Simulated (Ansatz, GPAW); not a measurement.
# 1T-CdBrI monolayer in an electric field

Wanted: the out-of-plane polarisability of 1T-CdBrI monolayer.

Program: GPAW 26.7.0 and Ansatz 0.2.0. Level of theory: Ansatz plane waves; layer without images along its normal, relaxation of atoms and in-plane cell, in the first sound run; inputs show where later runs differ. Results are calculated unless marked as measured.

Most raw output is cut from this account.

### 1. The structure

The cell holds 3 atoms: 1 I, 1 Cd and 1 Br. Its edges and angles: a = 4.200 Å, b = 4.200 Å, c = 18.260 Å, α = 90.0°, β = 90.0°, γ = 120.0°. Vacuum lies along c.

### 2. Relaxation

Forces are removed first; all later runs use this geometry.

File input.yaml:

```yaml
crystal:
  lattice:
    - [4.2, 0.0, 0.0]
    - [-2.1, 3.6373066959, 0.0]
    - [0.0, 0.0, 18.2597564834]
  atoms:
    - { symbol: I, position: [0.6666666667, 0.3333333333, 0.4381219436] }
    - { symbol: Cd, position: [0.0, 0.0, 0.512354286] }
    - { symbol: Br, position: [0.3333333333, 0.6666666667, 0.5618780564] }
  periodic: [true, true, false]
kpoints:
  mp_grid: { grid: [9, 9, 1] }
hamiltonian:
  xc: pbe
scf:
  occupations: { method: fermi_dirac, width: 0.05 }
relax:
  f_tol: 0.01
  max_steps: 90
  cell: {}
```

Run with:

```bash
ansatz run input.yaml --threads 4 --pin off --max-ram 8192MiB --backend cpu --events-out ev --progress --plain --runs-dir out
```

The job ended after 15 s (4 threads of AMD EPYC 9R14 (Zen 4), shared host; peak memory 0.83 GiB).

Relaxation path:

| step | energy less that of the first step (eV) | largest force component (eV/Å) | volume (Å³) |
| --- | --- | --- | --- |
| 1 | 0.0000 | 3.3889 | 432.63 |
| 2 | -1.0667 | 1.8864 | 440.33 |
| 3 | -1.4836 | 0.7112 | 440.86 |
| 4 | -1.5460 | 0.2954 | 436.96 |
| 5 | -1.5618 | 0.0574 | 437.18 |
| 6 | -1.5624 | 0.0270 | 436.09 |
| 7 | -1.5627 | 0.0048 | 434.89 |
| 8* | -1.5628 | 0.0048 | 434.89 |

Relaxation steps marked * repeat the geometry before them on a plane-wave basis chosen anew for their cell, so energy and pressure can jump there.

Forces are held to the 6 operations that the run works with; a distortion that breaks them can't arise in this run.

```csv
cell as run,before,after,change
a (Å),4.200,4.211,+0.3 %
b (Å),4.200,4.211,+0.3 %
```

The atoms that moved most (Å, along periodic axes as changes of fractional coordinates times the final cell, across vacuum about the mean position):

```
atom     dx     dy      dz  length
 Br3  0.000  0.000   0.537   0.537
  I1  0.000  0.000  -0.470   0.470
 Cd2  0.000  0.000  -0.067   0.067
```

The relaxed structure:

```
I Cd Br
1.0
     4.21094    0.00000    0.00000
    -2.10547    3.64678    0.00000
     0.00000    0.00000   28.31951
I Cd Br
1 1 1
Cartesian
  2.1055 1.2156 7.5296
  0.0000 0.0000 9.2889
  0.0000 2.4312 10.7968
```

Numbers from this step:

```yaml
free_energy: -18552.7138 eV
gap_by_band_count: 2.559 eV
symmetry_operations: 6
```

The relaxation lowered the energy of the cell by 1.56 eV.

### 3. The slab's potential

The work function is the vacuum plateau of the electrostatic potential less the Fermi level; a dipole layer lets the two faces have plateaus of their own.

This step: GPAW, PAW setups; slab in vacuum (GPAW 26.7.0).

The cell differs from the one that the last finished run ended in (c 28.320 → 19.267 Å).

File run.py:

```python
import json
import numpy as np
from ase import Atoms
from gpaw import GPAW, PW

slab = Atoms(
    ['I', 'Cd', 'Br'],
    positions=[
        [2.10547, 1.21559, 8.00000],
        [-0.00000, 0.00000, 9.75926],
        [-0.00000, 2.43119, 11.26717]],
    cell=[[4.21094, -0.0, 0.0], [-2.10547, 3.64678, -0.0], [0.0, 0.0, 19.2672]],
    pbc=[True, True, False])

slab.calc = GPAW(mode=PW(400), xc='PBE', kpts={'size': (9, 9, 1), 'gamma': True},
                 occupations={'name': 'fermi-dirac', 'width': 0.05}, nbands='140%',
                 convergence={'density': 1e-05}, maxiter=200,
                 poissonsolver={'dipolelayer': 'xy'},
                 symmetry={'tolerance': 1e-3}, txt='slab.txt')
result = {}
energy = slab.get_potential_energy()
fermi = slab.calc.get_fermi_level()
v = slab.calc.get_electrostatic_potential().mean((0, 1)) - fermi
n = slab.calc.get_pseudo_density().mean((0, 1))
L = slab.cell[2, 2]
z = np.arange(len(v)) * L / len(v)
low, high = slab.positions[:, 2].min(), slab.positions[:, 2].max()
below, above = np.interp([low - 5.8, high + 5.8], z, v)
slopes = [np.interp(x, z, np.gradient(v, z)) for x in (low - 5.8, high + 5.8)]
eps = np.array([[slab.calc.get_eigenvalues(k, s) for k in range(len(slab.calc.get_ibz_k_points()))]
                for s in range(slab.calc.get_number_of_spins())]) - fermi
top, bottom = eps[eps < 0].max(), eps[eps > 0].min()
dipole = slab.get_dipole_moment()[2]
print(f'energy {energy:.4f} eV, Fermi level {fermi:.4f} eV, dipole {dipole:.5f} e A')
print(f'potential 5.8 A off the faces, from the Fermi level: lower {below:.4f} eV, upper {above:.4f} eV')
print(f'slope of the potential there: lower {slopes[0]:.5f}, upper {slopes[1]:.5f} eV/A')
print(f'nearest levels on the mesh: {top:.4f} and {bottom:.4f} eV')
print('magnetic moment', round(slab.get_magnetic_moment(), 3))
result.update(energy=energy, fermi=fermi, dipole=dipole, below=below, above=above, slopes=slopes, edges=[top, bottom],
              z=z.tolist(), v=v.tolist(), n=n.tolist(), positions=slab.positions.tolist(),
              forces=slab.get_forces(apply_constraint=False).tolist(), moments=slab.get_magnetic_moments().tolist())
json.dump(result, open('result.json', 'w'))
```

Run with:

```bash
OMP_NUM_THREADS=1 OPENBLAS_NUM_THREADS=1 python run.py
```

It took 11 s on 1 thread; peak memory 0.21 GiB.

This step gave:

```yaml
dipole_along_the_normal: -0.02654 e·Å
levels_nearest_the_fermi_level_on_the_mesh: -1.514, 1.039 eV from the Fermi level
upper_work_function: 5.115 eV
lower_work_function: 4.802 eV
upper_ionisation_energy: 6.629 eV
```

Electrostatic potential energy of an electron (without an applied field's), less the Fermi level, planar mean against z:

```
z (Å)  electrostatic potential energy of an electron (without an applied field's), less the Fermi level, planar mean (eV)
    0                                                                                                                4.96
    1                                                                                                                4.80
    2                                                                                                                4.80
    3                                                                                                                4.80
    4                                                                                                                4.80
    5                                                                                                                4.79
    6                                                                                                                4.66
    7                                                                                                                2.12
    8                                                                                                               -14.1
    9                                                                                                               -2.16
   10                                                                                                               -7.96
   11                                                                                                               -7.49
   12                                                                                                                1.47
   13                                                                                                                4.95
   14                                                                                                                5.11
   15                                                                                                                5.11
   16                                                                                                                5.11
   17                                                                                                                5.12
   18                                                                                                                5.12
   19                                                                                                                5.07
```

The pseudo valence density, planar mean by z:

```csv
z (Å),"pseudo valence density, planar mean (e/Å³)"
0.00,0
0.43,0
1.07,0
1.50,0
2.14,0
2.57,0
3.00,0
3.64,6.6e-6
4.07,2.2e-5
4.71,1.4e-4
5.14,5.2e-4
5.57,0.00186
6.21,0.0126
6.64,0.0438
7.28,0.204
7.71,0.211
8.14,0.156
8.78,0.267
9.21,0.323
9.85,0.763
10.28,0.367
10.92,0.305
11.35,0.254
11.77,0.241
12.42,0.0544
12.84,0.0142
13.49,0.00186
13.92,4.9e-4
14.34,1.3e-4
14.99,1.7e-5
15.41,4.7e-6
16.06,0
16.48,0
16.91,0
17.55,0
17.98,0
18.62,0
19.05,0
```

The layer is gapped, so the Fermi level lies somewhere inside the gap, set by smearing and numerics, and these work functions are no property of the material; the band edges below the vacuum level are. The potential is flat to 4.1e-5 eV/Å where it is read, so the vacuum is wide enough. The geometry is the other program's minimum; here the largest force on a free atom is 5.6e-4 eV/Å.

### 4. Field on

A uniform field along the normal polarises the slab; the atoms stay fixed, so this is the electronic response alone.

run.py: that of step 3 with these lines changed.

```diff
@@ -4,2 +4,3 @@
 from gpaw import GPAW, PW
+from gpaw.external import ConstantElectricField
 
@@ -18,2 +19,3 @@
                  poissonsolver={'dipolelayer': 'xy'},
+                 external=ConstantElectricField(-0.2, [0, 0, 1]),
                  symmetry={'tolerance': 1e-3}, txt='slab.txt')
```

It took 23 s on 1 thread; peak memory 0.32 GiB.

Numbers from this step:

| Quantity | Value |
| --- | --- |
| dipole along the normal | -0.1108 e·Å |
| levels nearest the Fermi level on the mesh | -1.548, 0.9555 eV from the Fermi level |
| potential below the slab, the applied field's own ramp left out | 4.205 eV from the Fermi level |
| potential above the slab, the applied field's own ramp left out | 5.511 eV from the Fermi level |

The electrostatic potential energy of an electron (without an applied field's), less the Fermi level, planar mean by z:

z (Å), electrostatic potential energy of an electron (without an applied field's), less the Fermi level, planar mean (eV) and a bar from the least value:
```
        0        4.9 #############################
        1        4.2 ############################
        2        4.2 ############################
        3        4.2 ############################
        4        4.2 ############################
        5        4.2 ############################
        6        4.1 ############################
        7        1.6 ########################
        8      -14.5 
        9       -2.3 ##################
       10       -8.0 ##########
       11       -7.3 ###########
       12        1.8 ########################
       13        5.3 ##############################
       14        5.5 ##############################
       15        5.5 ##############################
       16        5.5 ##############################
       17        5.5 ##############################
       18        5.5 ##############################
       19        5.3 ##############################
```

Force by atom:

```
atom  x (eV/Å)  y (eV/Å)  z (eV/Å)    size
  I1    0.0000    0.0000    0.0350  0.0350
 Cd2    0.0000    0.0000   -0.0828  0.0828
 Br3    0.0000    0.0000    0.0479  0.0479
```

The dipole is now -0.111 e Å, against -0.027 in the run without a field.

### 5. In a field

run.py: that of step 4 with these lines changed.

```diff
@@ -19,3 +19,3 @@
                  poissonsolver={'dipolelayer': 'xy'},
-                 external=ConstantElectricField(-0.2, [0, 0, 1]),
+                 external=ConstantElectricField(-0.1, [0, 0, 1]),
                  symmetry={'tolerance': 1e-3}, txt='slab.txt')
```

Run time: 24 s. Hardware: 1 thread; peak memory 0.32 GiB.

Numbers from this step:

| Quantity | Value |
| --- | --- |
| dipole along the normal | -0.06872 e·Å |
| levels nearest the Fermi level on the mesh | -1.523, 1.006 eV from the Fermi level |
| potential below the slab, the applied field's own ramp left out | 4.511 eV from the Fermi level |
| potential above the slab, the applied field's own ramp left out | 5.321 eV from the Fermi level |

The electrostatic potential energy of an electron (without an applied field's), less the Fermi level, planar mean by z:

| z (Å) | electrostatic potential energy of an electron (without an applied field's), less the Fermi level, planar mean (eV) |
| --- | --- |
| 0 | 4.92 |
| 1 | 4.51 |
| 2 | 4.51 |
| 3 | 4.51 |
| 4 | 4.51 |
| 5 | 4.50 |
| 6 | 4.38 |
| 7 | 1.86 |
| 8 | -14.3 |
| 9 | -2.23 |
| 10 | -7.96 |
| 11 | -7.40 |
| 12 | 1.63 |
| 13 | 5.15 |
| 14 | 5.31 |
| 15 | 5.32 |
| 16 | 5.32 |
| 17 | 5.32 |
| 18 | 5.32 |
| 19 | 5.21 |

The dipole is now -0.0687 e Å, against -0.027 in the run without a field.

### 6. Field on

run.py: that of step 5 with these lines changed.

```diff
@@ -19,3 +19,3 @@
                  poissonsolver={'dipolelayer': 'xy'},
-                 external=ConstantElectricField(-0.1, [0, 0, 1]),
+                 external=ConstantElectricField(-0.05, [0, 0, 1]),
                  symmetry={'tolerance': 1e-3}, txt='slab.txt')
```

The job ended after 23 s (1 thread; peak memory 0.32 GiB).

### 7. In a field

run.py: that of step 6 with these lines changed.

```diff
@@ -19,3 +19,3 @@
                  poissonsolver={'dipolelayer': 'xy'},
-                 external=ConstantElectricField(-0.05, [0, 0, 1]),
+                 external=ConstantElectricField(0.05, [0, 0, 1]),
                  symmetry={'tolerance': 1e-3}, txt='slab.txt')
```

The job ended after 23 s (1 thread; peak memory 0.32 GiB).

### 8. In a field

run.py: that of step 7 with these lines changed.

```diff
@@ -19,3 +19,3 @@
                  poissonsolver={'dipolelayer': 'xy'},
-                 external=ConstantElectricField(0.05, [0, 0, 1]),
+                 external=ConstantElectricField(0.1, [0, 0, 1]),
                  symmetry={'tolerance': 1e-3}, txt='slab.txt')
```

The job ended after 23 s (1 thread; peak memory 0.32 GiB).

Electrostatic potential energy of an electron (without an applied field's), less the Fermi level, planar mean against z:

| z (Å) | electrostatic potential energy of an electron (without an applied field's), less the Fermi level, planar mean (eV) |
| --- | --- |
| 0.0 | 5.05 |
| 0.5 | 5.14 |
| 1.0 | 5.14 |
| 1.5 | 5.14 |
| 2.0 | 5.14 |
| 2.5 | 5.14 |
| 3.0 | 5.14 |
| 3.5 | 5.14 |
| 4.0 | 5.14 |
| 4.5 | 5.14 |
| 5.0 | 5.13 |
| 5.5 | 5.10 |
| 6.0 | 4.99 |
| 6.5 | 4.50 |
| 7.0 | 2.41 |
| 7.5 | -4.95 |
| 8.0 | -13.9 |
| 8.5 | -6.25 |
| 9.0 | -2.03 |
| 9.5 | -7.59 |
| 10.0 | -7.92 |
| 10.5 | -2.81 |
| 11.0 | -7.53 |
| 11.5 | -7.09 |
| 12.0 | 1.35 |
| 12.5 | 4.20 |
| 13.0 | 4.80 |
| 13.5 | 4.92 |
| 14.0 | 4.95 |
| 14.5 | 4.95 |
| 15.0 | 4.96 |
| 15.5 | 4.96 |
| 16.0 | 4.96 |
| 16.5 | 4.96 |
| 17.0 | 4.96 |
| 17.5 | 4.96 |
| 18.0 | 4.96 |
| 18.5 | 4.96 |
| 19.0 | 4.98 |

The dipole is now 0.0155 e Å, against -0.027 in the run without a field.

### 9. In a field

run.py: that of step 8 with these lines changed.

```diff
@@ -19,3 +19,3 @@
                  poissonsolver={'dipolelayer': 'xy'},
-                 external=ConstantElectricField(0.1, [0, 0, 1]),
+                 external=ConstantElectricField(0.2, [0, 0, 1]),
                  symmetry={'tolerance': 1e-3}, txt='slab.txt')
```

The job ended after 24 s (1 thread; peak memory 0.32 GiB).

The dipole is now 0.0577 e Å, against -0.027 in the run without a field.

### 10. Field on

run.py: that of step 9 with these lines changed.

```diff
@@ -19,3 +19,3 @@
                  poissonsolver={'dipolelayer': 'xy'},
-                 external=ConstantElectricField(0.2, [0, 0, 1]),
+                 external=ConstantElectricField(0.3, [0, 0, 1]),
                  symmetry={'tolerance': 1e-3}, txt='slab.txt')
```

It took 22 s on 1 thread; peak memory 0.32 GiB.

The dipole is now 0.0999 e Å, against -0.027 in the run without a field.

### 11. The series

The members are put on one axis.

This step: induced dipole against applied field (GPAW 26.7.0).

Dipole along the normal against field:

| field (V/Å) | dipole along the normal (e·Å) |
| --- | --- |
| -0.200 | -0.111 |
| -0.100 | -0.0687 |
| -0.050 | -0.0477 |
| 0.000 | -0.0265 |
| 0.050 | -0.00553 |
| 0.100 | 0.0155 |
| 0.200 | 0.0577 |
| 0.300 | 0.0999 |

### 12. A changed run

One more run, with changed settings.

This step: GPAW, PAW setups; slab in vacuum (GPAW 26.7.0).

run.py: that of step 10 with these lines changed.

```diff
@@ -4,3 +4,2 @@
 from gpaw import GPAW, PW
-from gpaw.external import ConstantElectricField
 
@@ -17,5 +16,4 @@
                  occupations={'name': 'fermi-dirac', 'width': 0.05}, nbands='140%',
-                 convergence={'density': 1e-05}, maxiter=200,
+                 convergence={'density': 1e-05}, maxiter=100,
                  poissonsolver={'dipolelayer': 'xy'},
-                 external=ConstantElectricField(0.3, [0, 0, 1]),
                  symmetry={'tolerance': 1e-3}, txt='slab.txt')
@@ -29,4 +27,4 @@
 low, high = slab.positions[:, 2].min(), slab.positions[:, 2].max()
-below, above = np.interp([low - 5.8, high + 5.8], z, v)
-slopes = [np.interp(x, z, np.gradient(v, z)) for x in (low - 5.8, high + 5.8)]
+below, above = np.interp([low - 1.0, high + 1.0], z, v)
+slopes = [np.interp(x, z, np.gradient(v, z)) for x in (low - 1.0, high + 1.0)]
 eps = np.array([[slab.calc.get_eigenvalues(k, s) for k in range(len(slab.calc.get_ibz_k_points()))]
@@ -36,3 +34,3 @@
 print(f'energy {energy:.4f} eV, Fermi level {fermi:.4f} eV, dipole {dipole:.5f} e A')
-print(f'potential 5.8 A off the faces, from the Fermi level: lower {below:.4f} eV, upper {above:.4f} eV')
+print(f'potential 1.0 A off the faces, from the Fermi level: lower {below:.4f} eV, upper {above:.4f} eV')
 print(f'slope of the potential there: lower {slopes[0]:.5f}, upper {slopes[1]:.5f} eV/A')
```

Wall time 10 s (1 thread); peak memory 0.22 GiB.

The run finished. A setting was moved off its sound value on purpose, so it serves as a test and not as the result.

The fault put into the input: the potential probed 1 A off the face (probe = 1.0).

### 13. What came out

```yaml
work_function_upper_and_lower_face_fermi_level_placed_in_the_gap_by_the_smearing: 5.115 and 4.802 eV
ionisation_energy_from_the_upper_face_highest_filled_level_on_the_mesh: 6.63 eV
electron_affinity_from_the_upper_face_lowest_empty_kohn_sham_level_on_the_mesh: 4.08 eV
dipole_along_the_normal: -0.0265 e Å
induced_dipole_per_field: 0.421 e Å per V/Å
out_of_plane_polarisability_per_area_alpha_eps_0_a: 4.97 Å
```

In words: The field induces 0.421 e Å per V/Å, a polarisable thickness α/(ε0 A) of 4.97 Å beside 3.27 Å between the outermost nuclei. A perfect conductor would give the distance between its two image planes; a dielectric of thickness t gives t(1 - 1/ε). The two faces differ by 0.31 eV, the step that the slab's dipole makes (e p/(ε0 A) gives 0.31 eV), so the dipole layer is needed. The levels nearest the Fermi level on the mesh lie 2.55 eV apart, so the slab is gapped there: the smearing puts the Fermi level inside the gap, and from either face the ionisation energy is the work function plus 1.5 eV. Both are Kohn-Sham levels on the mesh, and semilocal gaps are too small, so the affinity tends to come out too large and the ionisation energy too small. The induced dipole is linear in the field over this range. With elements this heavy, spin-orbit coupling can move band edges by tenths of an eV. The layer's cell and atoms come from the relaxation; spin-orbit coupling and temperature are left out.

[Logs are printed without paths, hosts, clocks, repeated set-up lines and the standing remarks that a program may print on its own settings, such as how far it seeks lower states.]

[Hosts, paths, dates, database ids (printed as entryN), source tags and the programs' standing remarks are cut or masked in the printed files.]
